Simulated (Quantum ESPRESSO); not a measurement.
# 1T-SnSe2, 1 layer: a series in biaxial strain, part 2 of 6

Wanted: a table for 1T-SnSe2, 1 layer against biaxial strain, and what can be fitted to it.

Quantum ESPRESSO 7.5; plane-wave DFT, PBE, GBRV ultrasoft pseudopotentials.

So far. Step 2 (Relaxing cell and ions of the reference):  The last row is no step: it is a fresh SCF in the final cell with a new plane-wave basis, +5 meV from the row before.

**3. Relaxing the ions, -4 %**

The input, m0.relax.in:

```
&control
  prefix = 'm0.relax'
  outdir = './out'
  pseudo_dir = './pseudo'
  nstep = 40
  forc_conv_thr = 0.0003
  calculation = 'relax'
  tstress = .true.
/
&system
  ibrav = 0
  nat = 3
  ntyp = 2
  ecutwfc = 50
  ecutrho = 250
  occupations = 'smearing'
  smearing = 'fd'
  degauss = 0.002
/
&electrons
  conv_thr = 1e-09
  mixing_beta = 0.4
  electron_maxstep = 120
  mixing_mode = 'plain'
/
&ions
/
ATOMIC_SPECIES
  Se  78.9710  se_pbe_v1.uspp.F.UPF
  Sn  118.7100  sn_pbe_v1.4.uspp.F.UPF
CELL_PARAMETERS angstrom
  3.68993700288000 0.00000000000000 0.00000000000000
  -1.84496850144000 3.19557918240000 0.00000000000000
  0.00000000000000 0.00000000000000 17.11048904300000
ATOMIC_POSITIONS crystal
  Se  0.666666666700 0.333333333300 0.406276276500
  Sn  0.000000000000 0.000000000000 0.500000000000
  Se  0.333333333300 0.666666666700 0.593723723500
K_POINTS automatic
  12 12 1 0 0 0
```

Run with:

```sh
OMP_NUM_THREADS=1 mpirun -n 4 pw.x -nk 4 -in m0.relax.in > m0.relax.out
```

The log of the run:

```text
[banner, memory and clock lines left out]
Program PWSCF v.7.5 starts
[citation notice left out]

[...]
Message from routine setup:
[...]
bravais-lattice index     =            0
     lattice parameter (alat)  =       6.9730  a.u.
     unit-cell volume          =    1361.5311 (a.u.)^3
     number of atoms/cell      =            3
     number of atomic types    =            2
     number of electrons       =        26.00
     number of Kohn-Sham states=           17
     kinetic-energy cutoff     =      50.0000  Ry
     charge density cutoff     =     250.0000  Ry
     scf convergence threshold =      1.0E-09
     mixing beta               =       0.4000
     number of iterations used =            8  plain     mixing
     energy convergence thresh.=      1.0E-04
     force convergence thresh. =      3.0E-04
     Exchange-correlation=  SLA  PW   PBX  PBC
                           (   1   4   3   4   0   0   0)
     nstep                     =           40

[...]
PseudoPot. # 1 for Se read from file:
     ./pseudo/se_pbe_v1.uspp.F.UPF
     Pseudo is Ultrasoft + core correction, Zval =  6.0
     Generated by new atomic code, or converted to UPF format
     Using radial grid of  877 points,  6 beta functions with:
                l(1) =   0
                l(2) =   0
                l(3) =   1
                l(4) =   1
                l(5) =   2
                l(6) =   2
     Q(r) pseudized with  8 coefficients,  rinner =    1.300   1.300   1.300
                                                       1.300   1.300

     PseudoPot. # 2 for Sn read from file:
     ./pseudo/sn_pbe_v1.4.uspp.F.UPF
     Pseudo is Ultrasoft + core correction, Zval = 14.0
     Generated by new atomic code, or converted to UPF format
     Using radial grid of  891 points,  6 beta functions with:
                l(1) =   0
                l(2) =   0
                l(3) =   1
                l(4) =   1
                l(5) =   2
                l(6) =   2
     Q(r) pseudized with  8 coefficients,  rinner =    1.350   1.350   1.350
                                                       1.350   1.350

     atomic species   valence    mass     pseudopotential
     Se                6.00    78.97100     Se( 1.00)
     Sn               14.00   118.71000     Sn( 1.00)

     12 Sym. Ops., with inversion, found

[...]
number of k points=    19  Fermi-Dirac smearing, width (Ry)=  0.0020
[...]
Dense  grid:    91105 G-vectors     FFT dimensions: (  36,  36, 180)

     Smooth grid:    65125 G-vectors     FFT dimensions: (  32,  32, 150)

     Initial potential from superposition of free atoms

     starting charge      24.9998, renormalised to      26.0000

     negative rho (up, down):  1.492E-04 0.000E+00
     Starting wfcs are   17 randomized atomic wfcs

     per-process dynamical memory:    69.0 Mb

     Self-consistent Calculation

     iteration #  1     ecut=    50.00 Ry     beta= 0.40
     Davidson diagonalization with overlap
     ethr =  1.00E-02,  avg # of iterations =  3.0

     negative rho (up, down):  6.260E-05 0.000E+00

     total energy              =    -246.43539283 Ry
     estimated scf accuracy    <       0.44890732 Ry

     iteration #  2     ecut=    50.00 Ry     beta= 0.40
[...]
negative rho (up, down):  1.143E-04 0.000E+00

[...]
total energy              =    -246.49707023 Ry
     estimated scf accuracy    <       0.06926511 Ry

     iteration #  3     ecut=    50.00 Ry     beta= 0.40
[...]
negative rho (up, down):  1.638E-04 0.000E+00

[...]
total energy              =    -246.51028365 Ry
     estimated scf accuracy    <       0.00781093 Ry

     iteration #  4     ecut=    50.00 Ry     beta= 0.40
[...]
negative rho (up, down):  2.146E-04 0.000E+00

[...]
total energy              =    -246.51088292 Ry
     estimated scf accuracy    <       0.00169495 Ry

     iteration #  5     ecut=    50.00 Ry     beta= 0.40
[...]
negative rho (up, down):  2.332E-04 0.000E+00

[...]
total energy              =    -246.51100205 Ry
     estimated scf accuracy    <       0.00016508 Ry

     iteration #  6     ecut=    50.00 Ry     beta= 0.40
[...]
negative rho (up, down):  2.399E-04 0.000E+00

[...]
total energy              =    -246.51107992 Ry
     estimated scf accuracy    <       0.00003082 Ry

[...]
iteration #  9     ecut=    50.00 Ry     beta= 0.40
[...]
negative rho (up, down):  2.488E-04 0.000E+00

[...]
total energy              =    -246.51108929 Ry
     estimated scf accuracy    <       0.00000044 Ry

     iteration # 10     ecut=    50.00 Ry     beta= 0.40
[...]
negative rho (up, down):  2.498E-04 0.000E+00

[...]
total energy              =    -246.51108965 Ry
     estimated scf accuracy    <       0.00000006 Ry

     iteration # 11     ecut=    50.00 Ry     beta= 0.40
[...]
negative rho (up, down):  2.504E-04 0.000E+00

[...]
total energy              =    -246.51108967 Ry
     estimated scf accuracy    <          2.7E-09 Ry

     iteration # 12     ecut=    50.00 Ry     beta= 0.40
[...]
negative rho (up, down):  2.513E-04 0.000E+00

[...]
End of self-consistent calculation

          k = 0.0000 0.0000 0.0000 (  8083 PWs)   bands (ev):

   -22.3180 -22.3180 -22.2617 -22.2470 -22.2470 -15.1025 -13.6333  -6.9965
    -2.5977  -1.3902  -1.3902  -0.9753  -0.9753   0.9684   2.4073   3.8796
     3.8797

          k = 0.0000 0.0962 0.0000 (  8125 PWs)   bands (ev):

   -22.3215 -22.3140 -22.2592 -22.2505 -22.2473 -15.0259 -13.5736  -6.9899
    -2.5563  -2.1030  -1.6455  -1.4140  -0.9232   1.3701   2.8827   3.6254
     4.0606

[...]
the Fermi energy is    -0.5574 ev

!    total energy              =    -246.51108967 Ry
     estimated scf accuracy    <          6.3E-10 Ry
     smearing contrib. (-TS)   =      -0.00000001 Ry
     internal energy E=F+TS    =    -246.51108966 Ry

     The total energy is F=E-TS. E is the sum of the following terms:
     one-electron contribution =    -674.06997207 Ry
     hartree contribution      =     344.75749703 Ry
     xc contribution           =    -102.56885903 Ry
     ewald contribution        =     185.37024440 Ry

     convergence has been achieved in  12 iterations

     negative rho (up, down):  2.513E-04 0.000E+00

     Forces acting on atoms (cartesian axes, Ry/au):

     atom    1 type  1   force =    -0.00000000   -0.00000000   -0.02094532
     atom    2 type  2   force =     0.00000000    0.00000000    0.00000000
     atom    3 type  1   force =     0.00000000   -0.00000000    0.02094532

     Total force =     0.029621     Total SCF correction =     0.000004

     Computing stress (Cartesian axis) and pressure

     negative rho (up, down):  2.513E-04 0.000E+00
          total   stress  (Ry/bohr**3)                   (kbar)     P=       21.75
   0.00018564  -0.00000000   0.00000000           27.31       -0.00        0.00
  -0.00000000   0.00018564  -0.00000000           -0.00       27.31       -0.00
   0.00000000   0.00000000   0.00007227            0.00        0.00       10.63

     BFGS Geometry Optimization
     Energy error            =      8.8E-04 Ry
     Gradient error          =      2.1E-02 Ry/Bohr

     number of scf cycles    =   1
     number of bfgs steps    =   0

     energy             new  =    -246.5110896736 Ry

     new trust radius        =       0.0209453205 bohr
     new conv_thr            =       0.0000000010 Ry

ATOMIC_POSITIONS (crystal)
Se               0.6666666667        0.3333333333        0.4056284992
Sn               0.0000000000        0.0000000000        0.5000000000
Se               0.3333333333        0.6666666667        0.5943715008

[...]
NEW-OLD atomic charge density approx. for the potential

     negative rho (up, down):  2.532E-04 0.000E+00

     per-process dynamical memory:    75.0 Mb

[...]
!    total energy              =    -246.51186345 Ry
[...]
Total force =     0.022645     Total SCF correction =     0.000029
[...]
number of bfgs steps    =   1
[...]
energy             new  =    -246.5118634471 Ry
[...]
new trust radius        =       0.0230398525 bohr
[...]
!    total energy              =    -246.51247854 Ry
[...]
Total force =     0.015127     Total SCF correction =     0.000009
[...]
number of bfgs steps    =   2
[...]
energy             new  =    -246.5124785399 Ry
[...]
new trust radius        =       0.0345597788 bohr
[...]
!    total energy              =    -246.51294796 Ry
[...]
Total force =     0.004141     Total SCF correction =     0.000004
[...]
number of bfgs steps    =   3
[...]
energy             new  =    -246.5129479584 Ry
[...]
new trust radius        =       0.0130284220 bohr
[...]
Self-consistent Calculation

     iteration #  1     ecut=    50.00 Ry     beta= 0.40
     Davidson diagonalization with overlap
     ethr =  1.00E-06,  avg # of iterations =  3.0

     Threshold (ethr) on eigenvalues was too large:
     Diagonalizing with lowered threshold

     Davidson diagonalization with overlap
     ethr =  1.98E-08,  avg # of iterations =  8.5

     negative rho (up, down):  2.431E-04 0.000E+00

     total energy              =    -246.51298654 Ry
     estimated scf accuracy    <       0.00000628 Ry

[...]
iteration #  7     ecut=    50.00 Ry     beta= 0.40
[...]
negative rho (up, down):  2.421E-04 0.000E+00

[...]
End of self-consistent calculation

          k = 0.0000 0.0000 0.0000 (  8083 PWs)   bands (ev):

   -22.2706 -22.2706 -22.2136 -22.1995 -22.1995 -14.8960 -13.5642  -7.0996
    -2.6874  -1.2290  -1.2290  -0.8467  -0.8467   0.9120   2.5386   3.9565
     3.9565

          k = 0.0000 0.0962 0.0000 (  8125 PWs)   bands (ev):

   -22.2734 -22.2665 -22.2112 -22.2032 -22.2001 -14.8209 -13.5056  -7.0867
    -2.6436  -1.9321  -1.4684  -1.2942  -0.8109   1.2985   2.9994   3.6676
     4.1199

[...]
the Fermi energy is    -0.5270 ev

!    total energy              =    -246.51298691 Ry
     estimated scf accuracy    <          4.1E-11 Ry
     smearing contrib. (-TS)   =      -0.00000013 Ry
     internal energy E=F+TS    =    -246.51298677 Ry

     The total energy is F=E-TS. E is the sum of the following terms:
     one-electron contribution =    -665.36327505 Ry
     hartree contribution      =     340.44153582 Ry
     xc contribution           =    -102.51479958 Ry
     ewald contribution        =     180.92355204 Ry

     convergence has been achieved in   7 iterations

     negative rho (up, down):  2.421E-04 0.000E+00

     Forces acting on atoms (cartesian axes, Ry/au):

     atom    1 type  1   force =     0.00000000    0.00000000   -0.00006629
     atom    2 type  2   force =     0.00000000    0.00000000    0.00000000
     atom    3 type  1   force =     0.00000000    0.00000000    0.00006629

     Total force =     0.000094     Total SCF correction =     0.000016
     SCF correction compared to forces is large: reduce conv_thr to get better values

     Computing stress (Cartesian axis) and pressure

     negative rho (up, down):  2.421E-04 0.000E+00
          total   stress  (Ry/bohr**3)                   (kbar)     P=       13.60
   0.00014927   0.00000000   0.00000000           21.96        0.00        0.00
   0.00000000   0.00014927   0.00000000            0.00       21.96        0.00
   0.00000000   0.00000000  -0.00002110            0.00        0.00       -3.10

     Energy error            =      3.9E-05 Ry
     Gradient error          =      6.6E-05 Ry/Bohr

     bfgs converged in   5 scf cycles and   4 bfgs steps
     (criteria: energy <  1.0E-04 Ry, force <  3.0E-04 Ry/Bohr)

     End of BFGS Geometry Optimization

     Final energy             =    -246.5129869056 Ry

     File ./out/m0.relax.bfgs deleted, as requested
Begin final coordinates

ATOMIC_POSITIONS (crystal)
Se               0.6666666667        0.3333333333        0.4034441808
Sn              -0.0000000000        0.0000000000        0.5000000000
Se               0.3333333333        0.6666666667        0.5965558192
End final coordinates

[...]
```

Wall time 93 s (4 MPI ranks of Arm Neoverse V1, shared host); peak memory 0.65 GiB.

Step by step:

```csv
step,energy less that of the first step (eV),largest force (eV/Å)
1,0.0000,0.5385
2,-0.0105,0.4117
3,-0.0189,0.2750
4,-0.0253,0.0753
5,-0.0258,0.0017
```

The atoms that moved most (Å):

| atom | dx | dy | dz | length |
| --- | --- | --- | --- | --- |
| Se1 | 0.000 | 0.000 | -0.048 | 0.048 |
| Se3 | 0.000 | 0.000 | 0.048 | 0.048 |

Final coordinates:

```cif
data_structure
_symmetry_space_group_name_H-M 'P 1'
_symmetry_Int_Tables_number 1
_cell_length_a 3.6899
_cell_length_b 3.6899
_cell_length_c 17.1105
_cell_angle_alpha 90.000
_cell_angle_beta 90.000
_cell_angle_gamma 120.000
_cell_volume 201.76
loop_
_atom_site_label
_atom_site_type_symbol
_atom_site_fract_x
_atom_site_fract_y
_atom_site_fract_z
_atom_site_occupancy
Se1 Se 0.66667 0.33333 0.40344 1
Sn2 Sn 0.00000 0.00000 0.50000 1
Se3 Se 0.33333 0.66667 0.59656 1
```

The relaxation lowers the energy by 9 meV an atom.

This step gave:

- free energy: -3353.9801 eV
- Fermi energy: -0.527 eV

**4. Self-consistent run, -4 %**

The self-consistent run of this member.

The input, m0.scf.in:

```
&control
  prefix = 'm0.scf'
  outdir = './out'
  pseudo_dir = './pseudo'
  calculation = 'scf'
  tprnfor = .true.
/
&system
  ibrav = 0
  nat = 3
  ntyp = 2
  ecutwfc = 40
  ecutrho = 200
  occupations = 'smearing'
  smearing = 'fd'
  degauss = 0.002
  nbnd = 17
/
&electrons
  conv_thr = 1e-09
  mixing_beta = 0.4
  electron_maxstep = 120
  mixing_mode = 'plain'
/
ATOMIC_SPECIES
  Se  78.9710  se_pbe_v1.uspp.F.UPF
  Sn  118.7100  sn_pbe_v1.4.uspp.F.UPF
CELL_PARAMETERS angstrom
  3.68993700288000 0.00000000000000 0.00000000000000
  -1.84496850144000 3.19557918240000 0.00000000000000
  0.00000000000000 0.00000000000000 17.11048904300000
ATOMIC_POSITIONS crystal
  Se  0.666666666700 0.333333333300 0.403444180800
  Sn  0.000000000000 0.000000000000 0.500000000000
  Se  0.333333333300 0.666666666700 0.596555819200
K_POINTS automatic
  12 12 1 0 0 0
```

Run with:

```sh
OMP_NUM_THREADS=1 mpirun -n 4 pw.x -nk 4 -in m0.scf.in > m0.scf.out
```

The log of the run:

```text
[banner, memory and clock lines left out]
Program PWSCF v.7.5 starts
[citation notice left out]

[...]
Message from routine setup:
[...]
bravais-lattice index     =            0
     lattice parameter (alat)  =       6.9730  a.u.
     unit-cell volume          =    1361.5311 (a.u.)^3
     number of atoms/cell      =            3
     number of atomic types    =            2
     number of electrons       =        26.00
     number of Kohn-Sham states=           17
     kinetic-energy cutoff     =      40.0000  Ry
     charge density cutoff     =     200.0000  Ry
     scf convergence threshold =      1.0E-09
     mixing beta               =       0.4000
     number of iterations used =            8  plain     mixing
     Exchange-correlation=  SLA  PW   PBX  PBC
                           (   1   4   3   4   0   0   0)

[...]
PseudoPot. # 1 for Se read from file:
     ./pseudo/se_pbe_v1.uspp.F.UPF
     Pseudo is Ultrasoft + core correction, Zval =  6.0
     Generated by new atomic code, or converted to UPF format
     Using radial grid of  877 points,  6 beta functions with:
                l(1) =   0
                l(2) =   0
                l(3) =   1
                l(4) =   1
                l(5) =   2
                l(6) =   2
     Q(r) pseudized with  8 coefficients,  rinner =    1.300   1.300   1.300
                                                       1.300   1.300

     PseudoPot. # 2 for Sn read from file:
     ./pseudo/sn_pbe_v1.4.uspp.F.UPF
     Pseudo is Ultrasoft + core correction, Zval = 14.0
     Generated by new atomic code, or converted to UPF format
     Using radial grid of  891 points,  6 beta functions with:
                l(1) =   0
                l(2) =   0
                l(3) =   1
                l(4) =   1
                l(5) =   2
                l(6) =   2
     Q(r) pseudized with  8 coefficients,  rinner =    1.350   1.350   1.350
                                                       1.350   1.350

     atomic species   valence    mass     pseudopotential
     Se                6.00    78.97100     Se( 1.00)
     Sn               14.00   118.71000     Sn( 1.00)

     12 Sym. Ops., with inversion, found

[...]
number of k points=    19  Fermi-Dirac smearing, width (Ry)=  0.0020
[...]
Dense  grid:    65125 G-vectors     FFT dimensions: (  32,  32, 150)

     Smooth grid:    46421 G-vectors     FFT dimensions: (  30,  30, 135)

     Initial potential from superposition of free atoms

     starting charge      24.9998, renormalised to      26.0000

     negative rho (up, down):  1.717E-04 0.000E+00
     Starting wfcs are   17 randomized atomic wfcs

     per-process dynamical memory:    50.8 Mb

     Self-consistent Calculation

     iteration #  1     ecut=    40.00 Ry     beta= 0.40
     Davidson diagonalization with overlap
     ethr =  1.00E-02,  avg # of iterations =  2.9

     negative rho (up, down):  9.654E-05 0.000E+00

     total energy              =    -246.43543293 Ry
     estimated scf accuracy    <       0.44117021 Ry

     iteration #  2     ecut=    40.00 Ry     beta= 0.40
[...]
negative rho (up, down):  1.400E-04 0.000E+00

[...]
total energy              =    -246.49155595 Ry
     estimated scf accuracy    <       0.07129303 Ry

     iteration #  3     ecut=    40.00 Ry     beta= 0.40
[...]
negative rho (up, down):  1.805E-04 0.000E+00

[...]
total energy              =    -246.50542390 Ry
     estimated scf accuracy    <       0.00927291 Ry

     iteration #  4     ecut=    40.00 Ry     beta= 0.40
[...]
negative rho (up, down):  2.275E-04 0.000E+00

[...]
total energy              =    -246.50627383 Ry
     estimated scf accuracy    <       0.00180124 Ry

     iteration #  5     ecut=    40.00 Ry     beta= 0.40
[...]
negative rho (up, down):  2.409E-04 0.000E+00

[...]
total energy              =    -246.50644207 Ry
     estimated scf accuracy    <       0.00019223 Ry

     iteration #  6     ecut=    40.00 Ry     beta= 0.40
[...]
negative rho (up, down):  2.436E-04 0.000E+00

[...]
total energy              =    -246.50651647 Ry
     estimated scf accuracy    <       0.00001859 Ry

[...]
iteration #  9     ecut=    40.00 Ry     beta= 0.40
[...]
negative rho (up, down):  2.495E-04 0.000E+00

[...]
total energy              =    -246.50653296 Ry
     estimated scf accuracy    <       0.00000004 Ry

     iteration # 10     ecut=    40.00 Ry     beta= 0.40
[...]
negative rho (up, down):  2.501E-04 0.000E+00

[...]
total energy              =    -246.50653302 Ry
     estimated scf accuracy    <       0.00000007 Ry

     iteration # 11     ecut=    40.00 Ry     beta= 0.40
[...]
negative rho (up, down):  2.504E-04 0.000E+00

[...]
total energy              =    -246.50653304 Ry
     estimated scf accuracy    <          1.5E-09 Ry

     iteration # 12     ecut=    40.00 Ry     beta= 0.40
[...]
negative rho (up, down):  2.509E-04 0.000E+00

[...]
End of self-consistent calculation

          k = 0.0000 0.0000 0.0000 (  5759 PWs)   bands (ev):

   -22.2574 -22.2574 -22.2006 -22.1862 -22.1862 -14.8961 -13.5641  -7.0997
    -2.6875  -1.2291  -1.2291  -0.8462  -0.8462   0.9122   2.5384   3.9556
     3.9556

          k = 0.0000 0.0962 0.0000 (  5770 PWs)   bands (ev):

   -22.2601 -22.2532 -22.1980 -22.1896 -22.1866 -14.8210 -13.5055  -7.0868
    -2.6436  -1.9321  -1.4684  -1.2938  -0.8104   1.2987   2.9993   3.6696
     4.1190

[...]
the Fermi energy is    -0.5268 ev

!    total energy              =    -246.50653303 Ry
     estimated scf accuracy    <          2.5E-10 Ry
     smearing contrib. (-TS)   =      -0.00000014 Ry
     internal energy E=F+TS    =    -246.50653290 Ry

     The total energy is F=E-TS. E is the sum of the following terms:
     one-electron contribution =    -665.35869438 Ry
     hartree contribution      =     340.44519135 Ry
     xc contribution           =    -102.51658191 Ry
     ewald contribution        =     180.92355204 Ry

     convergence has been achieved in  12 iterations

     negative rho (up, down):  2.509E-04 0.000E+00

     Forces acting on atoms (cartesian axes, Ry/au):

     atom    1 type  1   force =     0.00000000   -0.00000000   -0.00008513
     atom    2 type  2   force =     0.00000000   -0.00000000    0.00000000
     atom    3 type  1   force =    -0.00000000    0.00000000    0.00008513

     Total force =     0.000120     Total SCF correction =     0.000010

[...]
```

Wall time 19 s (4 MPI ranks); peak memory 0.37 GiB; 75 s of CPU time.

This step gave:

* free energy: -3353.8922 eV
* Fermi energy: -0.5268 eV
* valence top, on the run's zero: -0.8104 eV
* conduction bottom, on the run's zero: -0.2672 eV
* gap by band count: 0.5433 eV

(Part 2 of 6 ends here.)

[Logs are printed without paths, hosts, clocks, repeated set-up lines and the standing remarks that a program may print on its own settings, such as how far it seeks lower states.]

[Hosts, paths, dates, database ids (printed as entryN), source tags and the programs' standing remarks are cut or masked in the printed files.]

[Maps of the electrostatic potential energy from Ansatz leave out the sawtooth potential of an applied field or a dipole correction, so their vacuum need not be flat; planar profiles and work functions include it.]
